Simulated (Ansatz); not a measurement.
# HfGe2N4 monolayer in a perpendicular field

Wanted: the out-of-plane response of the HfGe2N4 monolayer. A positive field points along +c.

Calculated with Ansatz 0.2.0; plane-wave DFT, PBE-D3(BJ), Ansatz PAW (set soft_1); PAW set soft_1.

Most raw output is cut from this account.

## 1. Set-up

The cell holds 7 atoms: 4 N, 2 Ge and 1 Hf. Its edges and angles: a = 3.020 Å, b = 3.020 Å, c = 46.447 Å, α = 90.0°, β = 90.0°, γ = 120.0°. Vacuum lies along c.

Structure file:

```xyz
7
Lattice="3.0200 0.0000 0.0000 -1.5100 2.6154 0.0000 0.0000 0.0000 46.4470" Properties=species:S:1:pos:R:3
N     0.0000    0.0000   19.3500
Ge    0.0000    1.7436   19.9378
N     0.0000    1.7436   21.7778
Hf    0.0000    0.0000   23.2235
N     0.0000    1.7436   24.6692
Ge    0.0000    1.7436   26.5092
N     0.0000    0.0000   27.0970
```

## 2. Relaxing the slab

The starting cell is a guess, so the in-plane lattice and the atoms are relaxed first, with the slab cut off from its images along the normal.

input.yaml

```yaml
crystal:
  lattice:
    - [3.02, 0.0, 0.0]
    - [-1.51, 2.6153967194, 0.0]
    - [0.0, 0.0, 46.4469581177]
  atoms:
    - { symbol: "N", position: [0.0, 0.0, 0.4166042467] }
    - { symbol: Ge, position: [0.3333333333, 0.6666666667, 0.4292587703] }
    - { symbol: "N", position: [0.3333333333, 0.6666666667, 0.4688738511] }
    - { symbol: Hf, position: [0.0, 0.0, 0.5] }
    - { symbol: "N", position: [0.3333333333, 0.6666666667, 0.5311261489] }
    - { symbol: Ge, position: [0.3333333333, 0.6666666667, 0.5707412297] }
    - { symbol: "N", position: [0.0, 0.0, 0.5833957533] }
  periodic: [true, true, false]
kpoints:
  mp_grid: { grid: [12, 12, 1] }
hamiltonian:
  xc: pbe
  dispersion: d3bj
  pseudopotentials: { kind: paw, azcp: { folder: soft_1 } }
scf:
  occupations: { method: fermi_dirac, width: 0.05 }
  convergence: { dr2_threshold: 1.0e-09 }
relax:
  f_tol: 0.004
  max_steps: 90
  cell: {}
output:
  write_potential: true
  write_density: true
  volumetric_format: npy
```

On the command line:

```sh
> ansatz run input.yaml --threads 2 --pin off --max-ram 3072MiB --backend cpu --events-out ev --progress --plain --runs-dir out
```

The job ended after 3.3 min (2 threads of Arm Neoverse V2, shared host; peak memory 0.73 GiB).

Relaxation path:

```
step  energy less that of the first step (eV)  largest force component (eV/Å)  volume (Å³)
   1                                   0.0000                          4.0908       366.86
   2                                  -1.1185                          0.3416       378.97
   3                                  -1.2261                          0.2305       391.85
   4                                  -1.2301                          0.1121       393.78
   5                                  -1.2309                          0.0076       394.06
   6                                  -1.2309                          0.0006       394.05
  7*                                  -1.2513                          0.0035       394.05
   8                                  -1.2512                          0.0007       394.68
  9*                                  -1.2515                          0.0007       394.68
```

Relaxation steps marked * repeat the geometry before them on a plane-wave basis chosen anew for their cell, so energy and pressure can jump there.

Forces are held to the 12 operations that the run works with; a distortion that breaks them can't arise in this run.

```
cell as run  before  after  change
      a (Å)   3.020  3.132  +3.7 %
      b (Å)   3.020  3.132  +3.7 %
```

The atoms that moved most (Å, along periodic axes as changes of fractional coordinates times the final cell, across vacuum about the mean position):

```
atom     dx     dy      dz  length
  N3  0.000  0.000   0.227   0.227
  N5  0.000  0.000  -0.227   0.227
  N7  0.000  0.000  -0.206   0.206
  N1  0.000  0.000   0.206   0.206
 Ge6  0.000  0.000  -0.197   0.197
 Ge2  0.000  0.000   0.197   0.197
```

Final coordinates:

```xyz
7
Lattice="3.1324 0.0000 0.0000 -1.5662 2.7128 0.0000 0.0000 0.0000 46.4470" Properties=species:S:1:pos:R:3
N     0.0000    0.0000   19.5557
Ge    0.0000    1.8085   20.1345
N     0.0000    1.8085   22.0044
Hf    0.0000    0.0000   23.2235
N     0.0000    1.8085   24.4425
Ge    0.0000    1.8085   26.3125
N     0.0000    0.0000   26.8913
```

The lattice constant a goes from 3.020 to 3.132 Å.

## 3. Atoms held, field 0

A sawtooth potential applies the field, turning back in the middle of the vacuum. With the dipole correction the typed value is the field outside the slab. The induced dipole is small, so the SCF threshold is tight.

The cell differs from the one that the last finished run ended in (c 46.447 → 25.336 Å).

input.yaml

```yaml
crystal:
  lattice:
    - [3.1324270306, 0.0, 0.0]
    - [-1.5662135153, 2.712761384, 0.0]
    - [0.0, 0.0, 25.3355777521]
  atoms:
    - { symbol: "N", position: [0.0, 0.0, 0.355231686] }
    - { symbol: Ge, position: [0.3333333333, 0.6666666667, 0.378077388] }
    - { symbol: "N", position: [0.3333333333, 0.6666666667, 0.4518831837] }
    - { symbol: Hf, position: [0.0, 0.0, 0.5] }
    - { symbol: "N", position: [0.3333333333, 0.6666666667, 0.5481168163] }
    - { symbol: Ge, position: [0.3333333333, 0.6666666667, 0.621922612] }
    - { symbol: "N", position: [0.0, 0.0, 0.644768314] }
kpoints:
  mp_grid: { grid: [18, 18, 1] }
  band_path:
    path: [[0, 0, 0], [0.5, 0, 0], [0.33333333, 0.33333333, 0], [0, 0, 0]]
    npoints: 16
hamiltonian:
  xc: pbe
  dispersion: d3bj
  pseudopotentials: { kind: paw, azcp: { folder: soft_1 } }
scf:
  occupations: { method: fermi_dirac, width: 0.02585 }
  convergence: { dr2_threshold: 1.0e-10 }
efield:
  axis: 3
  dipole_correction: true
  ramp_position: 0.97
  ramp_width: 0.06
  amplitude: 0
output:
  dos: { projected: true, e_range: [-6, 5] }
  write_potential: true
  write_density: true
  volumetric_format: npy
  elf: true
```

It took 50 s on 2 threads; peak memory 0.68 GiB.

Numbers from this step:

* gap on the k-mesh: 1.639 eV
* dipole along the normal: 1.43e-7 e·Å
* gap along the path: 1.639 eV
* smallest direct gap along the path: 1.930 eV
* ionisation energy, upper face: 6.789 eV
* electron affinity, upper face: 5.149 eV
* gap, the smaller of path and mesh: 1.639 eV

Running mean over a fixed 2.7 Å (it still follows the layers) of the planar mean; the ramp of the sawtooth is left out. Electron's electrostatic potential energy less the Fermi level against z:

```
z (Å)  electron's electrostatic potential energy less the Fermi level (eV)
  3.5                                                                 5.95
  4.0                                                                 5.95
  4.5                                                                 5.95
  5.0                                                                 5.95
  5.5                                                                 5.94
  6.0                                                                 5.93
  6.5                                                                 5.86
  7.0                                                                 5.50
  7.5                                                                 3.73
  8.0                                                                0.259
  8.5                                                                -2.74
  9.0                                                                -4.87
  9.5                                                                -5.76
 10.0                                                                -6.21
 10.5                                                                -5.50
 11.0                                                                -5.11
 11.5                                                                -6.11
 12.0                                                                -7.87
 12.5                                                                -9.23
 13.0                                                                -8.93
 13.5                                                                -7.25
 14.0                                                                -5.69
 14.5                                                                -5.04
 15.0                                                                -5.84
 15.5                                                                -6.13
 16.0                                                                -5.55
 16.5                                                                -4.29
 17.0                                                                -1.86
 17.5                                                                 1.44
 18.0                                                                 4.58
 18.5                                                                 5.69
 19.0                                                                 5.90
 19.5                                                                 5.94
 20.0                                                                 5.94
 20.5                                                                 5.95
 21.0                                                                 5.95
 21.5                                                                 5.95
 22.0                                                                 5.95
```

The density of states has structure finer than the step of the table below, so its rows give means over 0.25 eV, whole bins alone (the curve runs from -6 to 2.79 eV). Peaks (eV: height): -5.560: 7.89, -4.650: 8.90, -4.260: 11.3, -4.180: 15.5, -2.440: 7.81, -1.560: 12.9, -1.370: 8.46.

Table of density of states by energy, zero at the Fermi level of the run, which the smearing sets inside the gap; means over each step:

energy (eV), density of states (states/eV a cell) and a bar:
```
    -5.75        3.0 ##########
    -5.50        3.7 #############
    -5.25        3.3 ###########
    -5.00        3.1 ##########
    -4.75        4.0 #############
    -4.50        4.3 ##############
    -4.25        8.9 ##############################
    -4.00        2.8 #########
    -3.75        2.4 ########
    -3.50        3.2 ###########
    -3.25        2.6 #########
    -3.00        2.1 #######
    -2.75        2.1 #######
    -2.50        4.2 ##############
    -2.25        6.4 ######################
    -2.00        4.6 ################
    -1.75        5.6 ###################
    -1.50        6.0 ####################
    -1.25        4.1 ##############
    -1.00        3.0 ##########
    -0.75        0.1 
    -0.50        0.0 
    -0.25        0.0 
     0.00        0.0 
     0.25        0.0 
     0.50        0.0 
     0.75        0.0 
     1.00        1.0 ###
     1.25        4.0 #############
     1.50        1.8 ######
     1.75        1.2 ####
     2.00        0.1 
     2.25        0.2 #
     2.50        0.3 #
```

Projected DOS per atom over height of the atomic layer and energy from the Fermi level. Layers: N Ge N Hf N Ge N from below.

Ten even steps from '0' (0.00 states/eV) to '9' (1.97 states/eV), each cell a mean:
```
0000000
0000000
0002000
0009000
0006000
0000000
0000000
0000000
0000000
3020203
7051507
4072704
4073704
2042402
1021201
2022202
2111112
6254526
3132313
2131312
2121212
2111112
```
Columns: height of the atomic layer (Å) from 9 to 16.3 (not evenly spaced); rows upwards: energy from the Fermi level (eV) from -5.96 to 2.77.

Electronic bands along the path, in eV, zero at the Fermi level of the run, which the smearing sets inside the gap:

```
  point  band 34  band 35  band 36  band 37  band 38  band 39  band 40  band 41
      Γ    -2.42    -1.41    -1.41    -1.13     0.80     1.86     3.52     4.44
halfway    -2.12    -2.09    -1.99    -1.14     1.47     2.93     3.21     5.47
      M    -2.60    -1.66    -1.60    -1.30     1.06     2.72     2.85     5.26
halfway    -2.40    -2.12    -1.54    -1.15     1.32     4.34     4.37     4.91
      K    -3.03    -2.88    -1.53    -0.84     1.72     4.18     5.25     5.26
halfway    -2.27    -1.78    -1.61    -1.24     1.33     3.73     4.18     5.11
      Γ    -2.42    -1.41    -1.41    -1.13     0.80     1.86     3.52     4.44
```

ELF in the ca plane at fractional y = 0.667, with atoms of Ge and N within 0.2 Å of it. It is the smooth field of the valence electrons, not physical close to the nuclei.

Values, 5 rows by 16 columns, each cell a mean:
```
0.00 0.00 0.00 0.00 0.00 0.02 0.23 0.56 0.46 0.10 0.14 0.32 0.16 0.09 0.37 0.58
0.00 0.00 0.00 0.00 0.00 0.01 0.14 0.46 0.41 0.26 0.46 0.19 0.40 0.32 0.35 0.49
0.00 0.00 0.00 0.00 0.00 0.00 0.03 0.24 0.21 0.57 0.67 0.33 0.67 0.64 0.23 0.26
0.00 0.00 0.00 0.00 0.00 0.00 0.03 0.23 0.19 0.60 0.53 0.37 0.57 0.64 0.21 0.24
0.00 0.00 0.00 0.00 0.00 0.01 0.09 0.37 0.36 0.40 0.67 0.20 0.60 0.48 0.33 0.41
```
Columns run along c (16.0 Å, from fractional 0.05 to 0.68 of the cell), rows up along a (3.1 Å). Atoms in or near the plane, at fractional coordinates: Ge at (0.38, 0.33), N at (0.45, 0.33), N at (0.55, 0.33), Ge at (0.62, 0.33).

Valence density in the ca plane at fractional y = 0.667, with atoms of Ge and N within 0.2 Å of it. It is the smooth field of the valence electrons, not physical close to the nuclei.

Ten steps, logarithmic in the rise over the least value, from '0' (0 e/Å³) to '9' (29 e/Å³), each cell a mean:
```
00000000000011211000011222110001122100000000
00000000000011211000011222100000122100000000
00000000000011221111111111111111121100000000
00000000000001343222332112343223432100000000
00000000000002698334553213454336984100000000
00000000000002798434553213455337984100000000
00000000000001354223442112343223542100000000
00000000000011221111221111221111221100000000
```
Columns run along c (16.0 Å, from fractional 0.16 to 0.79 of the cell), rows up along a (3.1 Å). Atoms in or near the plane, at fractional coordinates: Ge at (0.38, 0.33), N at (0.45, 0.33), N at (0.55, 0.33), Ge at (0.62, 0.33).

Electrostatic potential energy in the ca plane at fractional y = 0.667, with atoms of Ge and N within 0.2 Å of it. With pseudopotentials it is smooth inside the atoms' cores, unlike the true potential.

Ten even steps from '0' (-33 eV) to '9' (7 eV), each cell a mean:
```
99999999999998888899886435789988888999999999
99999999999998888899886435789988888999999999
99999999999998766789887656789887667899999999
99999999999986322576447777535763224799999999
99999999999973343351004886000543432689999999
99999999999973343351003886000443432689999999
99999999999985322476237777424753224799999999
99999999999997655788887666788886557899999999
```
Columns run along c (16.0 Å, from fractional 0.16 to 0.79 of the cell; values clipped at the 3rd and 97th percentile), rows up along a (3.1 Å). Atoms in or near the plane, at fractional coordinates: Ge at (0.38, 0.33), N at (0.45, 0.33), N at (0.55, 0.33), Ge at (0.62, 0.33).

The gap is 1.64 eV, with the valence edge 6.79 eV and the conduction edge 5.15 eV under the upper vacuum level. Spin-orbit coupling, left out in this run, matters for the bands of elements this heavy.

## 4. Atoms held, field 0.1 V/Å

input.yaml: that of step 3 with these lines changed.

```diff
@@ -28,7 +28,6 @@
   dipole_correction: true
-  ramp_position: 0.97
-  ramp_width: 0.06
-  amplitude: 0
+  ramp_position: 0.9372
+  ramp_width: 0.1255
+  amplitude: 0.1
 output:
-  dos: { projected: true, e_range: [-6, 5] }
   write_potential: true
@@ -36,2 +35 @@
   volumetric_format: npy
-  elf: true
```

Wall time 49 s (2 threads); peak memory 0.65 GiB.

The dipole is 0.0391 e·Å, and the gap 1.637 eV.

## 5. Atoms held, field -0.1 V/Å

input.yaml: that of step 4 with these lines changed.

```diff
@@ -30,3 +30,3 @@
   ramp_width: 0.1255
-  amplitude: 0.1
+  amplitude: -0.1
 output:
```

Wall time 49 s (2 threads); peak memory 0.65 GiB; 98 s of CPU time.

The dipole is -0.0391 e·Å, and the gap 1.637 eV.

## 6. Response, atoms held

This step: plane-wave DFT, PBE-D3(BJ), Ansatz PAW (set soft_1); response to a field along the normal, atoms held; PAW set soft_1 (Ansatz 0.2.0).

The dipoles give the slope, and the difference of two potentials shows where the field is screened.

This step gave:

* equivalent conductor thickness p/(ε₀AE): 8.322 Å
* distance between the outer atoms: 7.336 Å

The dipole of the cell by applied field:

```
applied field (V/Å)  dipole of the cell (e·Å)
            -0.1000                   -0.0391
             0.0000                    1.4e-7
             0.1000                    0.0391
```

Local field over the applied field, running mean. From the potentials at -0.1 and 0.1 V/Å; running mean over 2.5 Å. Table of local field over applied field by z:

z (Å), local field over applied field and a bar:
```
      4.5      0.999 ##############################
      5.0      0.998 ##############################
      5.5      0.994 ##############################
      6.0      0.982 #############################
      6.5      0.948 ############################
      7.0      0.868 ##########################
      7.5      0.730 #####################
      8.0      0.567 ################
      8.5      0.395 ###########
      9.0      0.261 ######
      9.5      0.176 ####
     10.0      0.137 ##
     10.5      0.116 ##
     11.0      0.108 #
     11.5      0.098 #
     12.0      0.082 #
     12.5      0.065 
     13.0      0.070 
     13.5      0.088 #
     14.0      0.103 #
     14.5      0.109 #
     15.0      0.123 ##
     15.5      0.145 ###
     16.0      0.199 ####
     16.5      0.299 ########
     17.0      0.450 ############
     17.5      0.622 ##################
     18.0      0.780 #######################
     18.5      0.901 ###########################
     19.0      0.963 #############################
     19.5      0.987 ##############################
     20.0      0.996 ##############################
     20.5      0.999 ##############################
     21.0      1.000 ##############################
```

The induced electron density oscillates, so the rows of the table below give means over windows of 0.5 Å about each position, cut where the curve ends. Its maxima inside the range that stand out by 2 % of the span (Å: e/Å³ per V/Å): 8.16: 0.00371, 9.15: 0.0018, 10.56: 0.00103, 11.54: 0.00161, 13.23: 0.00135, 14.22: 1.7e-4, 15.48: 0.00184, 16.47: -5.0e-4. Its minima: 8.87: 5.0e-4, 9.85: -0.00184, 11.12: -1.7e-4, 12.10: -0.00135, 13.79: -0.00161, 14.78: -0.00103, 16.19: -0.0018, 17.17: -0.00371.

Electrons, planar mean, per unit field. Table of induced electron density by z; means over each step:

```
z (Å)  induced electron density (e/Å³ per V/Å)
  4.5                                   2.1e-6
  5.0                                   7.5e-6
  5.5                                   2.5e-5
  6.0                                   8.4e-5
  6.5                                   2.5e-4
  7.0                                   7.3e-4
  7.5                                  0.00178
  8.0                                  0.00330
  8.5                                  0.00258
  9.0                                  0.00115
  9.5                                   6.3e-5
 10.0                                 -0.00111
 10.5                                   7.6e-4
 11.0                                   2.7e-4
 11.5                                  0.00101
 12.0                                  -7.8e-4
 12.5                                  -3.8e-4
 13.0                                   8.0e-4
 13.5                                   6.3e-5
 14.0                                  -7.2e-4
 14.5                                  -5.7e-4
 15.0                                  -3.2e-4
 15.5                                  0.00139
 16.0                                 -0.00101
 16.5                                 -0.00110
 17.0                                 -0.00328
 17.5                                 -0.00286
 18.0                                 -0.00135
 18.5                                  -5.2e-4
 19.0                                  -1.8e-4
 19.5                                  -5.7e-5
 20.0                                  -1.7e-5
 20.5                                  -4.9e-6
 21.0                                  -1.4e-6
```

The smaller of the gaps on the path and on the k-mesh, counted as 0 under 0.03 eV. The gap stays at 1.64 eV for applied field from -0.1 to 0.1 V/Å.

By hand: between -0.1 and 0.1 V/Å the dipole changes by 0.07816 e·Å, a slope of 0.3908 e·Å²/V. A perfect conductor of thickness t has p = ε₀AEt, so t = 180.95 × 0.3908 / 8.498 = 8.32 Å (e/ε₀ = 180.95 V·Å, A in Å²).

The induced dipole is that of a conductor 8.32 Å thick.

## 7. What came out

```json
{"gap without field": "1.64 eV", "ionisation energy, upper face": "6.79 eV", "electron affinity, upper face": "5.15 eV", "equivalent conductor thickness, atoms held": "8.32 Å"}
```

In words: The induced dipole equals that of a perfect conductor 8.32 Å thick, while the outer atoms lie 7.34 Å apart; an out-of-plane ε follows only once a thickness t is chosen, by 1 − 1/ε = 8.32 Å / t. The gap stays within 0.01 eV of 1.64 eV over the fields run, up to 0.1 V/Å in size. Semilocal functionals give gaps that are too small, and excitons are not included. Spin-orbit coupling is left out, which matters for the bands of elements this heavy. The outer anions sit over the metal atoms, one of several polytypes of such layers and not the lowest for every compound.

[Logs are printed without paths, hosts, clocks, repeated set-up lines and the standing remarks that a program may print on its own settings, such as how far it seeks lower states.]

[Hosts, paths, dates, database ids (printed as entryN), source tags and the programs' standing remarks are cut or masked in the printed files.]

[Maps of the electrostatic potential energy from Ansatz leave out the sawtooth potential of an applied field or a dipole correction, so their vacuum need not be flat; planar profiles and work functions include it.]

[The density of states shown here was stored with 400 of the rows of the run's finer table, so its peaks can read low, often by over a quarter, or be missed, and its means over a window can be off by a tenth or more.]
